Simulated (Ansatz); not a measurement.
# Rb2LiVO4 (Cmc2_1): given cell or relaxed cell?, part 2 of 2

How far does the choice of cell move the gap? The case is Rb2LiVO4 (Cmc2_1).

Ansatz 0.2.0; r2SCAN, HSE06 and G0W0, plane waves, PAW. Known limits of the many-body steps: not at the basis limit; no spin polarisation; d states lean on the start; no spin-orbit coupling; coarse k mesh.

So far. Step 2 (r2SCAN bands at the given cell): The gap is indirect, with the least direct gap 0.07 eV higher. Step 4 (r2SCAN at the relaxed cell): The gap is indirect, with the least direct gap 0.05 eV higher.

## Step 5: HSE06 at the relaxed cell

The screened hybrid is the usual rung above semilocal functionals: a quarter of exact exchange, cut off beyond a few ångström.

This step: DFT, HSE06, plane waves, PAW; PAW set soft_1.

input.yaml

```yaml
crystal:
  lattice:
    - [2.9271502974, -5.8473110039, 0.0]
    - [2.9271502974, 5.8473110039, 0.0]
    - [0.0, 0.0, 7.8725401419]
  atoms:
    - { symbol: Rb, position: [0.604827885, 0.395172115, 0.9500220966] }
    - { symbol: Rb, position: [0.395172115, 0.604827885, 0.4500220966] }
    - { symbol: Rb, position: [0.061755282, 0.938244718, 0.5901146234] }
    - { symbol: Rb, position: [0.938244718, 0.061755282, 0.0901146234] }
    - { symbol: Li, position: [0.2010688921, 0.7989311079, 0.1712807988] }
    - { symbol: Li, position: [0.7989311079, 0.2010688921, 0.6712807988] }
    - { symbol: V, position: [0.6907308404, 0.3092691596, 0.389254231] }
    - { symbol: V, position: [0.3092691596, 0.6907308404, 0.889254231] }
    - { symbol: O, position: [0.4075765761, 0.1151624225, 0.2827479534] }
    - { symbol: O, position: [0.5924234239, 0.8848375775, 0.7827479534] }
    - { symbol: O, position: [0.8848375775, 0.5924234239, 0.2827479534] }
    - { symbol: O, position: [0.1151624225, 0.4075765761, 0.7827479534] }
    - { symbol: O, position: [0.634503841, 0.365496159, 0.5900018493] }
    - { symbol: O, position: [0.365496159, 0.634503841, 0.0900018493] }
    - { symbol: O, position: [0.8359111761, 0.1640888239, 0.4225304941] }
    - { symbol: O, position: [0.1640888239, 0.8359111761, 0.9225304941] }
kpoints:
  mp_grid: { grid: [4, 4, 2] }
  band_path:
    path:
      - [0.0, 0.0, 0.0]
      - [-0.5, 0.5, 0.0]
      - [-0.68688959, 0.31311041, 0.0]
      - [-0.31311041, -0.31311041, 0.0]
      - [0.0, 0.0, -0.5]
      - [-0.31311041, -0.31311041, -0.5]
      - [-0.68688959, 0.31311041, -0.5]
      - [-0.5, 0.5, -0.5]
      - [-0.5, 0.0, 0.0]
    npoints: 1
hamiltonian:
  xc: hse06
  pseudopotentials: { kind: paw, azcp: { folder: soft_1 } }
scf:
  occupations: { method: fixed }
  n_extra_bands: 9
output:
  eigenvalues: true
```

The run is started by

```
$ ansatz run input.yaml --threads 24 --pin off --max-ram 82944MiB --backend cuda --events-out ev --progress --plain --runs-dir out --devices 1 --max-vram 78GiB
```

Numbers of over 12 decimals in the logs are rounded to 6 here.

The log of the run:

```text
[...]
GPUs: using 1 of 1 available (devices: 1).
[...]
davidson cushion auto → on  (no smearing: the cushion is to keep the highest requested band from converging to the state above it; pin scf.eigensolver.cushion to override)
[...]
Crystal: 16 atoms, lattice volume = 269.492 Å³
Basis set: ecut = 420 eV, 5265 PW (Γ)
Bands: 67, of which v1, the nominal top of the filled ones, is band 58 counted from 1 (57 counted from 0)
[...]
Internal energy: -23864.784332 eV  (E = F + TS)
E sigma→0 (E₀):  -23864.784332 eV
Fermi energy:    3.035868 eV
[...]
--- Band table (eV; the first three rows and the last of 14) ---
  k-point 0: bands = [... 54 lower, 2.8032, 2.8713, 2.9051, 2.9892, 8.8004, 8.8038, 8.8601, 8.9479]
  k-point 1: bands = [... 54 lower, 2.7233, 2.7233, 2.9893, 2.9893, 8.8232, 8.8232, 8.9250, 8.9250]
  k-point 2: bands = [... 54 lower, 2.7542, 2.8070, 2.8437, 2.9035, 8.7291, 8.8493, 8.9173, 8.9889]
  k-point 13: bands = [... 54 lower, 2.7298, 2.7298, 2.9359, 2.9359, 8.8243, 8.8243, 8.9512, 8.9512]
[key lines of the parts left out:]
Free energy (F): -23864.784332 eV
```

Wall time 13 s (1 × NVIDIA GB200 (shared by 2 runs) with 24 threads of Arm Neoverse V2, shared host); peak memory 2 GiB.

Numbers from this step:

* gap: 5.637 eV
* valence top at: Y
* conduction bottom at: k = (-0.500, 0.000, 0.000)
* least direct gap: 5.695 eV

The gap stands +1.24 eV against r2SCAN.

## Step 6: G0W0 at the relaxed cell

Now the one-shot GW correction: screening in the RPA, then the self-energy of the levels asked for. This step takes PAW set soft_1 files.

This step: G0W0 on r2SCAN, plane waves, PAW; PAW set soft_1.

input.yaml: that of step 5 with these lines changed.

```diff
@@ -24,16 +24,4 @@
   mp_grid: { grid: [4, 4, 2] }
-  band_path:
-    path:
-      - [0.0, 0.0, 0.0]
-      - [-0.5, 0.5, 0.0]
-      - [-0.68688959, 0.31311041, 0.0]
-      - [-0.31311041, -0.31311041, 0.0]
-      - [0.0, 0.0, -0.5]
-      - [-0.31311041, -0.31311041, -0.5]
-      - [-0.68688959, 0.31311041, -0.5]
-      - [-0.5, 0.5, -0.5]
-      - [-0.5, 0.0, 0.0]
-    npoints: 1
 hamiltonian:
-  xc: hse06
+  xc: r2scan
   pseudopotentials: { kind: paw, azcp: { folder: soft_1 } }
@@ -41,4 +29,7 @@
   occupations: { method: fixed }
-  n_extra_bands: 9
-output:
-  eigenvalues: true
+gw:
+  n_empty_bands: 421
+  ecut_chi: 78
+  qp_bands: [v4, c4]
+  qp_kpoints: band_edges
+  screening: { model: contour_deformation }
```

The log of the run:

```text
GPUs: using 1 of 1 available (devices: 1).
[...]
Crystal: 16 atoms, lattice volume = 269.492 Å³
Basis set: ecut = 500 eV, 6843 PW (Γ), exchange–correlation on 192×192×240 points (64 copies of the dense FFT grid, shifted against one another)
Bands: 74, of which v1, the nominal top of the filled ones, is band 58 counted from 1 (57 counted from 0)
Symmetry: 4 space group operations
[...]
k-points: 14 of 32
[...]
7    60      8.2633   -15.9873    -5.3707   -23.6064  0.7638    10.5813    10.5117  root
     7    61      8.3963   -16.3223    -5.3519   -23.9662  0.7620    10.7622    10.6883  root
[...]
13    59      8.2745   -16.0923    -5.3376   -23.6929  0.7647    10.6072    10.5374  root
    13    60      8.2745   -16.0923    -5.3376   -23.6929  0.7647    10.6072    10.5374  root
    13    61      8.3756   -16.5271    -5.4037   -24.2412  0.7590    10.7623    10.6860  root
    13    62      8.3756   -16.5271    -5.4037   -24.2412  0.7590    10.7623    10.6860  root
[key lines of the parts left out:]
SCF converged after 12 iterations
```

Elapsed: 16 s, on 1 × NVIDIA GB200 (shared by 2 runs) with 24 threads; peak memory 3.6 GiB.

This step gave:

* bands summed: 479
* RPA ε∞ on this mesh (eigenvalues): 2.537, 2.599, 2.619
* plane waves in the screening matrix: 419
* G0W0 gap on the mesh: 7.106 eV
* k of the valence top: -0.5, -0.5, 0
* k of the conduction bottom: 0, -0.5, 0
* starting gap on the mesh: 4.402 eV
* least direct G0W0 gap on the computed points: 7.198 eV

The gap on the mesh goes from 4.40 eV to 7.11 eV, a correction of +2.70 eV. Between the two edge states, bare exchange in place of the xc potential would open the gap by 12.27 eV, and correlation takes back 9.57 eV.

## Step 7: G0W0 at the given cell

input.yaml

```yaml
crystal:
  lattice:
    - [2.9395, -5.8505, 0.0]
    - [2.9395, 5.8505, 0.0]
    - [0.0, 0.0, 7.933]
  atoms:
    - { symbol: Rb, position: [0.605, 0.395, 0.9488] }
    - { symbol: Rb, position: [0.395, 0.605, 0.4488] }
    - { symbol: Rb, position: [0.0617, 0.9383, 0.5932] }
    - { symbol: Rb, position: [0.9383, 0.0617, 0.0932] }
    - { symbol: Li, position: [0.1989, 0.8011, 0.1716] }
    - { symbol: Li, position: [0.8011, 0.1989, 0.6716] }
    - { symbol: V, position: [0.6905, 0.3095, 0.3894] }
    - { symbol: V, position: [0.3095, 0.6905, 0.8894] }
    - { symbol: O, position: [0.4087, 0.1191, 0.2817] }
    - { symbol: O, position: [0.5913, 0.8809, 0.7817] }
    - { symbol: O, position: [0.8809, 0.5913, 0.2817] }
    - { symbol: O, position: [0.1191, 0.4087, 0.7817] }
    - { symbol: O, position: [0.634, 0.366, 0.5887] }
    - { symbol: O, position: [0.366, 0.634, 0.0887] }
    - { symbol: O, position: [0.835, 0.165, 0.4236] }
    - { symbol: O, position: [0.165, 0.835, 0.9236] }
kpoints:
  mp_grid: { grid: [4, 4, 2] }
hamiltonian:
  xc: r2scan
  pseudopotentials: { kind: paw, azcp: { folder: soft_1 } }
scf:
  occupations: { method: fixed }
gw:
  n_empty_bands: 426
  ecut_chi: 78
  qp_bands: [v4, c4]
  qp_kpoints: band_edges
  screening: { model: contour_deformation }
```

The log of the run:

```text
GPUs: using 1 of 1 available (devices: 1).
[...]
Crystal: 16 atoms, lattice volume = 272.856 Å³
Basis set: ecut = 500 eV, 6919 PW (Γ), exchange–correlation on 192×192×240 points (64 copies of the dense FFT grid, shifted against one another)
Bands: 74, of which v1, the nominal top of the filled ones, is band 58 counted from 1 (57 counted from 0)
Symmetry: 4 space group operations
[...]
k-points: 14 of 32
[...]
7    60      8.1358   -15.9775    -5.3668   -23.5904  0.7630    10.4521    10.3819  root
     7    61      8.2956   -16.2779    -5.3535   -23.9188  0.7616    10.6573    10.5831  root
[...]
13    59      8.1808   -16.0806    -5.3501   -23.6930  0.7641    10.5137    10.4432  root
    13    60      8.1808   -16.0806    -5.3501   -23.6930  0.7641    10.5137    10.4432  root
    13    61      8.2467   -16.5188    -5.3976   -24.2242  0.7583    10.6313    10.5545  root
    13    62      8.2467   -16.5188    -5.3976   -24.2242  0.7583    10.6313    10.5545  root
[key lines of the parts left out:]
SCF converged after 10 iterations
```

Wall time 17 s (1 × NVIDIA GB200 (shared by 2 runs) with 24 threads); peak memory 3.7 GiB; 63 s of CPU time.

Numbers from this step:

* bands summed: 484
* RPA ε∞ on this mesh (eigenvalues): 2.523, 2.577, 2.612
* plane waves in the screening matrix: 431
* G0W0 gap on the mesh: 7.056 eV
* k of the valence top: -0.5, -0.5, 0
* k of the conduction bottom: 0, -0.5, 0
* starting gap on the mesh: 4.354 eV
* least direct G0W0 gap on the computed points: 7.173 eV

The gap on the mesh goes from 4.35 eV to 7.06 eV, a correction of +2.70 eV. Between the two edge states, bare exchange in place of the xc potential would open the gap by 12.25 eV, and correlation takes back 9.55 eV.

## Step 8: Together

G0W0 rows are gaps on the mesh, lowered by the amount that the mesh misses the start's edges, a rough step that assumes the same correction there.

| level | given cell (eV) | relaxed cell (eV) | change (eV) |
| --- | --- | --- | --- |
| r2SCAN | 4.35 | 4.40 | +0.05 |
| HSE06 | - | 5.64 | - |
| G0W0@r2SCAN | 7.06 | 7.11 | +0.05 |

## Step 9: Results

* volume change: −1.2 %
* r2SCAN, given cell: 4.35 eV
* r2SCAN, relaxed cell: 4.40 eV
* HSE06, relaxed cell: 5.64 eV
* G0W0@r2SCAN, relaxed cell: 7.11 eV
* G0W0@r2SCAN, given cell: 7.06 eV
* known limits: not at the basis limit; no spin polarisation; d states lean on the start; no spin-orbit coupling; coarse k mesh

What this shows: Relaxation changes the volume by −1.2 % and the gap by +0.05 eV (r2SCAN) and +0.05 eV (G0W0@r2SCAN). Against experiment, by G0W0@r2SCAN at the given cell: the gap of 7.06 eV lies +3.26 eV from the measured 3.8 eV (optical, 2017). An exciton line or allowed optical edge lies below the quasiparticle gap by the binding energy; a forbidden edge can push the onset above it. The calculation has static nuclei and no excitons; a measured gap holds zero-point and thermal motion, which mostly lowers it. A miss this large is more than these effects usually give: tightly bound excitons can cover part of it, absorption edges can read low, one-shot GW can overshoot, and the runs shown don't tell these apart. Bands and cutoff are finite, so the gap is not at the basis limit. The miss can reach some tenths of an eV and take either sign; the mesh is an error of its own. The 4×4×2 mesh is coarse for this cell (its supercell is 16 Å along the shortest edge). The RPA ε∞ on it, from the r2SCAN start, is 2.52, 2.58 and 2.61; such meshes misread the long-range screening, most where the gap is narrow. The runs have no spin polarisation. For a closed low-spin shell that is the natural state; where a d or f shell is open it is a constraint, and the gap is then not the crystal's own. With d states at the gap, one-shot GW leans hard on its start. The many-body steps are scalar-relativistic: spin-orbit coupling is not in them.

[Paths, hosts, dates, memory and timing lines, banners, echoed tables and standing remarks are left out of the program output.]

[Logs are printed without paths, hosts, clocks, repeated set-up lines and the standing remarks that a program may print on its own settings, such as how far it seeks lower states.]

[Runs of the session that timed out or met a known fault of the program may be left out.]

[Cells called generated may have been cut or substituted from an entry of the Crystallography Open Database or the Materials Project.]

[Hosts, paths, dates, database ids (printed as entryN), source tags and the programs' standing remarks are cut or masked in the printed files.]
